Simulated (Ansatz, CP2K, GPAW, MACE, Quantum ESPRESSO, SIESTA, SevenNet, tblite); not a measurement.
# Running amorphous SnO2 (72 atoms) with CP2K

Aim: run amorphous SnO2 (72 atoms) in CP2K and see how near its forces come to a plane-wave reference, and at what cost.

Method: the method is named at each step, in CP2K 2026.2.

### 1. Starting point

The cell holds 72 atoms: 24 Sn and 48 O. Its edges and angles: a = 9.851 Å, b = 9.851 Å, c = 9.851 Å, α = 90.0°, β = 90.0°, γ = 90.0°. 72 atoms (24 Sn, 48 O) placed at random at 6.03 g/cm³, melted at 5000 K for 10 ps at fixed volume with the Morse and Coulomb pair potential with partial charges (Pedone, Malavasi, Menziani, Cormack and Segre, J. Phys. Chem. B 110, 11780 (2006)). Quenched from 5000 K to 300 K at 50 K/ps and fixed volume, held 10 ps at zero pressure, then minimised at fixed cell. Then every atom was moved at random, 0.02 Å r.m.s. a Cartesian component.

The yardstick, on the same geometry:

```
method                                           : Kohn-Sham DFT, PBE, PAW, plane waves (Ansatz 0.2.0); cutoff 420 eV, Γ point, fermi-dirac smearing of 0.05 eV; PAW set soft_2
r.m.s. force component                           : 0.6738 eV/Å
longest force                                    : 2.569 eV/Å
pressure                                         : 8.049 GPa
spacing of highest filled and lowest empty level : 0.335 eV
SCF cycles                                       : 11
time                                             : 14 s on 4 threads of Arm Neoverse V2, shared host
CPU time                                         : 49 s
```

### 2. PBE, DZVP-UZH, 600/50 Ry, diagonalisation

Method: Kohn-Sham DFT, PBE, GTH-PBE pseudopotentials, Gaussian and plane waves, DZVP-MOLOPT (UZH set), diagonalisation.

Contents of input.inp:

```
&GLOBAL
  PROJECT cell
  RUN_TYPE ENERGY_FORCE
  PRINT_LEVEL LOW
&END GLOBAL
&FORCE_EVAL
  METHOD QS
  STRESS_TENSOR ANALYTICAL
  &DFT
    BASIS_SET_FILE_NAME BASIS_MOLOPT_UZH
    POTENTIAL_FILE_NAME POTENTIAL_UZH
    &MGRID
      CUTOFF 600
      REL_CUTOFF 50
      NGRIDS 5
    &END MGRID
    &QS
      EPS_DEFAULT 1.0E-12
    &END QS
    &SCF
      SCF_GUESS ATOMIC
      EPS_SCF 5.0E-06
      MAX_SCF 200
      ADDED_MOS 14
      &DIAGONALIZATION
        ALGORITHM STANDARD
      &END DIAGONALIZATION
      &SMEAR ON
        METHOD FERMI_DIRAC
        ELECTRONIC_TEMPERATURE [K] 580
      &END SMEAR
      &MIXING
        METHOD BROYDEN_MIXING
        ALPHA 0.3
        NBROYDEN 12
      &END MIXING
      &PRINT
        &RESTART OFF
        &END RESTART
      &END PRINT
    &END SCF
    &XC
      &XC_FUNCTIONAL PBE
      &END XC_FUNCTIONAL
    &END XC
    &PRINT
      &MULLIKEN ON
      &END MULLIKEN
      &HIRSHFELD ON
        SHAPE_FUNCTION DENSITY
      &END HIRSHFELD
      &MO ON
        EIGENVALUES T
        OCCUPATION_NUMBERS T
        MO_INDEX_RANGE 181 204
        &EACH
          QS_SCF 0
        &END EACH
        ADD_LAST NUMERIC
      &END MO
    &END PRINT
  &END DFT
  &SUBSYS
    &CELL
      A 9.85089 0.00000 0.00000
      B 0.00000 9.85089 0.00000
      C 0.00000 0.00000 9.85089
    &END CELL
    &COORD
      SCALED
      Sn 0.73259 0.67325 0.33158
      Sn 0.04863 0.22003 0.43277
      Sn 0.50783 0.17790 0.09886
      Sn 0.77306 0.46387 0.57745
      Sn 0.22183 0.69990 0.38967
      Sn 0.49325 0.72237 0.59755
      Sn 0.97942 0.20499 0.94457
      Sn 0.20718 0.46886 0.75049
      Sn 0.20774 0.03425 0.17557
      Sn 0.58124 0.99520 0.47577
      Sn 0.82896 0.02814 0.23825
      Sn 0.98042 0.72669 0.12158
      Sn 0.83415 0.54013 0.93790
      Sn 0.99120 0.69445 0.63893
      Sn 0.25552 0.80464 0.89303
      Sn 0.36881 0.29595 0.43957
      Sn 0.49872 0.85875 0.12731
      Sn 0.20580 0.98354 0.59947
      Sn 0.46783 0.54265 0.05903
      Sn 0.11795 0.42367 0.18037
      Sn 0.78801 0.92633 0.86995
      Sn 0.81299 0.13958 0.62248
      Sn 0.52413 0.38493 0.77588
      Sn 0.75397 0.37205 0.20353
      O 0.87478 0.54117 0.73942
      O 0.57542 0.96607 0.27597
      O 0.38134 0.01685 0.06696
      O 0.36187 0.37378 0.63644
      O 0.63928 0.92030 0.99705
      O 0.36208 0.19474 0.24542
      O 0.85533 0.74076 0.96285
      O 0.70051 0.17430 0.17445
      O 0.36596 0.47515 0.87806
      O 0.89312 0.83833 0.72276
      O 0.63179 0.52220 0.92562
      O 0.39860 0.91405 0.54757
      O 0.52691 0.19226 0.47289
      O 0.08847 0.32608 0.81840
      O 0.84332 0.34477 0.99911
      O 0.85177 0.82259 0.24914
      O 0.55838 0.38467 0.14332
      O 0.66357 0.99726 0.66869
      O 0.39474 0.74849 0.75818
      O 0.03999 0.06244 0.28960
      O 0.12669 0.85127 0.05540
      O 0.86392 0.63570 0.48739
      O 0.38316 0.63080 0.45944
      O 0.51489 0.24348 0.91358
      O 0.12863 0.81043 0.53052
      O 0.23757 0.15011 0.49813
      O 0.13347 0.22057 0.08723
      O 0.69380 0.31316 0.68656
      O 0.91007 0.03400 0.04815
      O 0.13477 0.67060 0.80352
      O 0.28029 0.86672 0.28556
      O 0.78126 0.06717 0.43350
[... 12 atom lines left out ...]
      O 0.62857 0.78852 0.47161
      O 0.90106 0.31442 0.53701
      O 0.38552 0.73193 0.02550
      O 0.18453 0.36348 0.36839
    &END COORD
    &KIND Sn
      BASIS_SET DZVP-MOLOPT-PBE-GTH-q4
      POTENTIAL GTH-PBE-q4
    &END KIND
    &KIND O
      BASIS_SET DZVP-MOLOPT-PBE-GTH-q6
      POTENTIAL GTH-PBE-q6
    &END KIND
  &END SUBSYS
  &PRINT
    &FORCES ON
    &END FORCES
    &STRESS_TENSOR ON
    &END STRESS_TENSOR
  &END PRINT
&END FORCE_EVAL
```

Run with:

```
$ OMP_NUM_THREADS=1 mpirun -np 4 cp2k.psmp -i input.inp > output.txt
```

Numbers of over 12 decimals in the logs are rounded to 6 here.

Log:

```text
CP2K| version string:                                       CP2K version 2026.2
 CP2K| Input file name                                                 input.inp
 GLOBAL| Basis set file name                                    BASIS_MOLOPT_UZH
 GLOBAL| Potential file name                                       POTENTIAL_UZH
 GLOBAL| Run type                                                   ENERGY_FORCE
 GLOBAL| Total number of message passing processes                             4
 GLOBAL| Number of threads for this process                                    1
 TOTAL NUMBERS AND MAXIMUM NUMBERS
  Total number of            - Atomic kinds:                                   2
                             - Atoms:                                         72
                             - Shell sets:                                    72
                             - Shells:                                       360
                             - Primitive Cartesian functions:                336
                             - Cartesian basis functions:                   1008
                             - Spherical basis functions:                    936
  Maximum angular momentum of- Orbital basis functions:                        2
                             - Local part of the GTH pseudopotential:          2
                             - Non-local part of the GTH pseudopotential:      4
 SCF PARAMETERS         Density guess:                                    ATOMIC
                        max_scf:                                             200
                        eps_scf:                                        5.00E-06
                        added MOs                                        14    0
                        Mixing method:                            BROYDEN_MIXING
                                                charge density mixing in g-space
                        Smear method:                                FERMI_DIRAC
                        Electronic temperature [K]:                        580.0
                        Electronic temperature [a.u.]:                  1.84E-03
                        Accuracy threshold:                             1.00E-10
 Extrapolation method: initial_guess
 Number of electrons:                                                        384
 Number of occupied orbitals:                                                192
 Number of molecular orbitals:                                               206
 Number of orbital functions:                                                936
 Number of independent orbital functions:                                    936
 SCF WAVEFUNCTION OPTIMIZATION
  Step     Update method      Time    Convergence         Total energy    Change
     1 NoMix/Diag. 0.30E+00    2.3     1.73797527      -855.3079234194 -8.55E+02
     2 Broy./Diag. 0.30E+00    3.0     0.22295605      -778.8926643024  7.64E+01
     3 Broy./Diag. 0.30E+00    3.1     0.13706552      -846.6271460387 -6.77E+01
     4 Broy./Diag. 0.30E+00    3.0     0.07210103      -855.4572820204 -8.83E+00
[...]
16 Broy./Diag. 0.30E+00    3.1     0.00000597      -852.9273218831  1.11E-04
    17 Broy./Diag. 0.30E+00    3.1     0.00000451      -852.9273127486  9.13E-06
  *** SCF run converged in    17 steps ***
  Electronic density on regular grids:       -384.0000000000        0.0000000000
  Core density on regular grids:              383.9999999994       -0.0000000006
  Total charge density on r-space grids:       -0.0000000005
  Total charge density g-space grids:          -0.0000000005
  Overlap energy of the core charge distribution:               5.7013e-06
  Self energy of the core charge distribution:              -2173.048637
  Core Hamiltonian energy:                                    613.588686
  Hartree energy:                                             903.008349
  Exchange-correlation energy:                               -196.472841
  Electronic entropic energy:                                  -0.00287426
  Fermi energy:                                                 0.153937
  Total energy:                                              -852.927313
  Total energy (extrapolated to T->0):                       -852.925876
 MO| EIGENVALUES AND OCCUPATION NUMBERS
 MO|
 MO|  Index      Eigenvalue [a.u.]        Eigenvalue [eV]             Occupation
 MO|    181               0.130767               3.558362               1.999993
 MO|    182               0.131566               3.580082               1.999990
 MO|    183               0.133258               3.626135               1.999974
[...]
MO|    203               0.299312               8.144699               0.000000
 MO|    204               0.302973               8.244302               0.000000
 MO| Sum:                                                             384.000000
 MO| E(Fermi):            0.153937 a.u.          4.188834 eV
 !-----------------------------------------------------------------------------!
                     Mulliken Population Analysis
 #  Atom  Element  Kind  Atomic population                           Net charge
       1     Sn       1          1.911107                              2.088893
       2     Sn       1          2.095530                              1.904470
       3     Sn       1          1.955228                              2.044772
[...]
71     O        2          7.068511                             -1.068511
      72     O        2          7.000870                             -1.000870
 # Total charge                            384.000000                 -0.000000
 !-----------------------------------------------------------------------------!
 !-----------------------------------------------------------------------------!
                           Hirshfeld Charges
  #Atom  Element  Kind  Ref Charge     Population                    Net charge
      1       Sn     1       4.000          3.356                         0.644
      2       Sn     1       4.000          3.375                         0.625
      3       Sn     1       4.000          3.334                         0.666
[...]
71       O      2       6.000          6.281                        -0.281
     72       O      2       6.000          6.283                        -0.283
  Total Charge                                                           -0.000
 !-----------------------------------------------------------------------------!
 ENERGY| Total FORCE_EVAL ( QS ) energy [hartree]           -852.927272
 FORCES| Atomic forces [hartree/bohr]
 FORCES|   Atom     x               y               z               |f|
 FORCES|      1 -1.88596369E-02 -1.06222614E-02  3.60088199E-03   2.19427595E-02
 FORCES|      2 -3.09692882E-03  3.35096194E-03 -7.38103343E-03   8.67753240E-03
 FORCES|      3 -6.87856024E-03  3.18528359E-02  2.52432467E-03   3.26847053E-02
[...]
FORCES|     71 -8.66982741E-04 -5.73294746E-03  1.82064329E-03   6.07725988E-03
 FORCES|     72 -2.03749779E-03  1.16706134E-02  9.80613286E-03   1.53790395E-02
 FORCES| Sum    -9.90266877E-03 -3.11104190E-03  6.22632421E-03
 FORCES| Total atomic force                                       1.21040714E-02
 STRESS| Analytical stress tensor [bar]
 STRESS|                        x                   y                   z
 STRESS|      x        1.11641514312E+05   2.66416197056E+03   3.26327181889E+03
 STRESS|      y        2.66416197056E+03   1.21293303313E+05  -6.66271413184E+03
 STRESS|      z        3.26327181889E+03  -6.66271413184E+03   1.31175845931E+05
 STRESS| 1/3 Trace                                             1.21370221185E+05
```

Run time: 63 s. Hardware: 4 MPI ranks of Arm Neoverse V2, shared host; peak memory 4.7 GiB; 4.2 min of CPU time.

Banners, paths, timers and routine set-up lines are dropped from the logs unmarked, and long logs keep their key lines alone; longer cuts are marked.

Against the reference:

```yaml
r_m_s_force_component: 0.7079 eV/Å
r_m_s_difference_of_force_components: 134.7 meV/Å
longest_difference_of_force_vectors: 563.4 meV/Å
force_difference_over_r_m_s_force: 20 %
slope_of_forces_against_the_reference_s: 1.032
correlation_of_force_components: 0.9822
pressure: 12.14 GPa
pressure_difference: 4.088 GPa
```

This run lies far from the reference in forces at the same functional. Basis and potentials both differ; the latter hold 384 valence electrons against the reference's 624.

Length of the force difference by element (eV/Å):

```csv
element,atoms,mean,most
O,48,0.18,0.37
Sn,24,0.27,0.56
```

Local excerpt of 9 atoms (numbers count through the whole input) about Sn21, whose charge lies farthest from its element's mean; x, y, z are measured from there.

```
atom      x      y      z  distance (Å)  bonds  Hirshfeld charge (e)     Fx     Fy  Fz (eV/Å)
Sn21   0.00   0.00   0.00          0.00      6                  0.70   0.50  -0.90      -0.05
 O29  -1.47  -0.06   1.25          1.93      2                 -0.36  -0.31   0.94       0.09
 O34   1.04  -0.87  -1.45          1.98      2                 -0.36  -0.73   1.81      -0.27
 O57   0.77   1.81  -0.53          2.04      3                 -0.28  -0.80  -0.29      -0.77
 O31   0.66  -1.83   0.92          2.15      3                 -0.30  -0.18   0.52       0.11
 O53   1.20   1.06   1.76          2.38      3                 -0.33  -0.29  -1.10      -0.35
 O42  -1.23   0.70  -1.98          2.43      3                 -0.33   0.45   0.57       0.66
Sn22   0.25   2.10  -2.44          3.23      6                  0.62   0.12   0.17       1.01
 Sn7   1.89   2.75   0.74          3.41      5                  0.67   1.96   1.23       0.88
```

Forces lie 20 % from the reference's, at 5.1 times its CPU time.

The forces add up to 0.62 eV/Å instead of zero, usually a sign of too coarse a grid.

### 3. PBE, SZV-MOLOPT-SR, 600/50 Ry, diagonalisation

Method: Kohn-Sham DFT, PBE, GTH-PBE pseudopotentials, Gaussian and plane waves, SZV-MOLOPT-SR-GTH, diagonalisation.

input.inp, as its differences from that of step 2:

```diff
@@ -9,4 +9,4 @@
   &DFT
-    BASIS_SET_FILE_NAME BASIS_MOLOPT_UZH
-    POTENTIAL_FILE_NAME POTENTIAL_UZH
+    BASIS_SET_FILE_NAME BASIS_MOLOPT
+    POTENTIAL_FILE_NAME GTH_POTENTIALS
     &MGRID
@@ -69,7 +69,30 @@
     &COORD
-      SCALED
-[... 72 atom lines left out: the same atoms as in the first run ...]
+      Sn 7.21666 6.63211 3.26636
+      Sn 0.47905 2.16749 4.26317
+      Sn 5.00258 1.75247 0.97386
+      Sn 7.61533 4.56953 5.68840
+      Sn 2.18522 6.89464 3.83860
+      Sn 4.85895 7.11599 5.88640
+      Sn 9.64816 2.01933 9.30486
+      Sn 2.04091 4.61869 7.39299
+      Sn 2.04642 0.33739 1.72952
+      Sn 5.72573 9.80361 4.68676
+      Sn 8.16599 0.27720 2.34697
+      Sn 9.65801 7.15854 1.19767
+      Sn 8.21712 5.32076 9.23915
+      Sn 9.76420 6.84095 6.29403
+      Sn 2.51710 7.92642 8.79714
+      Sn 3.63311 2.91537 4.33016
+      Sn 4.91284 8.45945 1.25412
+      Sn 2.02731 9.68874 5.90531
+      Sn 4.60854 5.34559 0.58150
+      Sn 1.16191 4.17353 1.77681
+[... 48 atom lines left out ...]
+      O 6.19197 7.76762 4.64578
+      O 8.87624 3.09732 5.29003
+      O 3.79772 7.21016 0.25120
+      O 1.81778 3.58060 3.62897
     &END COORD
     &KIND Sn
-      BASIS_SET DZVP-MOLOPT-PBE-GTH-q4
+      BASIS_SET SZV-MOLOPT-SR-GTH-q4
       POTENTIAL GTH-PBE-q4
@@ -77,3 +100,3 @@
     &KIND O
-      BASIS_SET DZVP-MOLOPT-PBE-GTH-q6
+      BASIS_SET SZV-MOLOPT-SR-GTH-q6
       POTENTIAL GTH-PBE-q6
```

Run with:

```
$ OMP_NUM_THREADS=2 cp2k.psmp -i input.inp > output.txt
```

Log:

```text
CP2K| version string:                                       CP2K version 2026.2
 CP2K| Input file name                                                 input.inp
 GLOBAL| Basis set file name                                        BASIS_MOLOPT
 GLOBAL| Potential file name                                      GTH_POTENTIALS
 GLOBAL| Run type                                                   ENERGY_FORCE
 GLOBAL| Total number of message passing processes                             1
 GLOBAL| Number of threads for this process                                    2
[... lines left out ...]
                        Smear method:                                FERMI_DIRAC
[... lines left out ...]
 Number of electrons:                                                        384
[... lines left out ...]
  Step     Update method      Time    Convergence         Total energy    Change
[... lines left out ...]
  *** SCF run converged in    30 steps ***
[... lines left out ...]
  Fermi energy:                                                 0.198289
  Total energy:                                              -850.566636
  Total energy (extrapolated to T->0):                       -850.562580
[... lines left out ...]
 MO| E(Fermi):            0.198289 a.u.          5.395722 eV
[... lines left out ...]
     72       O      2       6.000          6.304                        -0.304
  Total Charge                                                           -0.000
 !-----------------------------------------------------------------------------!
 ENERGY| Total FORCE_EVAL ( QS ) energy [hartree]           -850.566595
 FORCES| Atomic forces [hartree/bohr]
 FORCES|   Atom     x               y               z               |f|
 FORCES|      1 -2.12074556E-02 -5.73998143E-03  5.88129716E-03   2.27440809E-02
 FORCES|      2 -4.75520446E-03  9.28645891E-03 -1.57476486E-02   1.88901753E-02
 FORCES|      3  8.56866746E-04  2.64013965E-02 -4.28308587E-04   2.64187700E-02
[...]
FORCES|     71 -3.09922550E-03 -1.44715989E-02 -3.34671352E-04   1.48035258E-02
 FORCES|     72 -3.32028931E-03  1.55591439E-02  8.48509574E-03   1.80307551E-02
 FORCES| Sum    -1.27235381E-02 -4.81791651E-03  6.11160163E-03
 FORCES| Total atomic force                                       1.49148388E-02
 STRESS| Analytical stress tensor [bar]
 STRESS|                        x                   y                   z
 STRESS|      x        2.18376844982E+05   1.32745573673E+02   3.47664690129E+03
 STRESS|      y        1.32745573673E+02   2.20914002541E+05  -1.31553808151E+04
 STRESS|      z        3.47664690129E+03  -1.31553808151E+04   2.32349825632E+05
 STRESS| 1/3 Trace                                             2.23880224385E+05
```

Elapsed: 2.5 min, on 2 threads; peak memory 2.8 GiB; 4.5 min of CPU time.

Against the reference:

```
r.m.s. force component                  : 0.8222 eV/Å
r.m.s. difference of force components   : 341.5 meV/Å
longest difference of force vectors     : 1565 meV/Å
force difference over r.m.s. force      : 50.69 %
slope of forces against the reference's : 1.116
correlation of force components         : 0.9146
pressure                                : 22.39 GPa
pressure difference                     : 14.34 GPa
```

This is a coarse setting, run to see what it loses.

Against the first run (20 %), the force difference from the reference is 51 %, at 1.1 times the CPU time (on 2 against 4 cores) (30 SCF steps against 17), with 288 basis functions against 936; this set comes with other potentials too, so the change isn't the basis's alone.

The forces add up to 0.77 eV/Å instead of zero, usually a sign of too coarse a grid.

(Part 1 of 2 ends here.)

[Also dropped from logs without a mark: logging warnings of Python, and SIESTA's first energy breakdown and zero terms.]

[Logs are printed without paths, hosts, clocks, repeated set-up lines and the standing remarks that a program may print on its own settings, such as how far it seeks lower states.]

[Hosts, paths, dates, database ids (printed as entryN), source tags and the programs' standing remarks are cut or masked in the printed files.]
